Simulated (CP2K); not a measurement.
Vinylene carbonate has these distinct O atoms: O1 (bonded to C) and O3 (bonded to 2 C).

```xyz
8

O     2.4902    0.0038    0.3902
C     1.3024    0.0035    0.2058
O     0.5385    1.0763   -0.2340
C    -0.7802    0.6392   -0.3149
C    -0.8364   -0.6426    0.0591
O     0.4462   -1.0711    0.3918
H    -1.5219    1.3532   -0.6463
H    -1.6389   -1.3622    0.1483
```

Their partial O K spectra (CP2K XAS_TDP, all-electron GAPW, PBEh(45%), aug-cc-pVDZ, TDA, GW2X-corrected core level, no relativity) are given in random order, each times the number of alike atoms.

Gaussian full width 0.5 eV, oscillator strength per eV, alike atoms added, rows of zeros left out:

```csv
E (eV),curve 1,curve 2
532.75,0.000,0.001
533.00,0.000,0.017
533.25,0.000,0.062
533.50,0.000,0.057
533.75,0.000,0.013
534.00,0.000,0.001
536.00,0.006,0.000
536.25,0.046,0.001
536.50,0.092,0.004
536.75,0.047,0.004
537.00,0.006,0.001
537.25,0.001,0.001
537.50,0.014,0.002
537.75,0.049,0.002
538.00,0.044,0.005
538.25,0.022,0.019
538.50,0.072,0.025
538.75,0.128,0.010
539.00,0.110,0.003
539.25,0.054,0.003
539.50,0.014,0.005
539.75,0.005,0.012
540.00,0.006,0.016
540.25,0.030,0.013
540.50,0.052,0.006
540.75,0.036,0.011
541.00,0.020,0.023
541.25,0.016,0.014
541.50,0.008,0.004
541.75,0.003,0.009
542.00,0.004,0.012
542.25,0.003,0.005
542.50,0.001,0.001
542.75,0.003,0.007
543.00,0.007,0.014
543.25,0.009,0.012
543.50,0.020,0.007
543.75,0.023,0.004
544.00,0.009,0.006
544.25,0.007,0.008
544.50,0.021,0.011
```

Question: Which curve belongs to which atom?

Curve 1: O3 (bonded to 2 C), leading line at 536.50 eV (f = 0.025 an atom), ionisation energy 540.47 eV, term value 3.97 eV. Curve 2: O1 (bonded to C), leading line at 533.36 eV (f = 0.038 an atom), ionisation energy 538.43 eV, term value 5.07 eV. The leading line of an atom is its first one with 35 % of the strongest within 2.5 eV of its lowest line over the strength cut. A line lies at the core ionisation energy, which rises as an atom loses charge to its neighbours or to a π system, less the term value, which is large for a low π* or σ* orbital with weight on that atom.

[Banner, clock and machine lines of the logs are left out without a mark of their own.]

[Logs are printed without paths, hosts, clocks, repeated set-up lines and the standing remarks that a program may print on its own settings, such as how far it seeks lower states.]

[Hosts, paths, dates, database ids (printed as entryN), source tags and the programs' standing remarks are cut or masked in the printed files.]
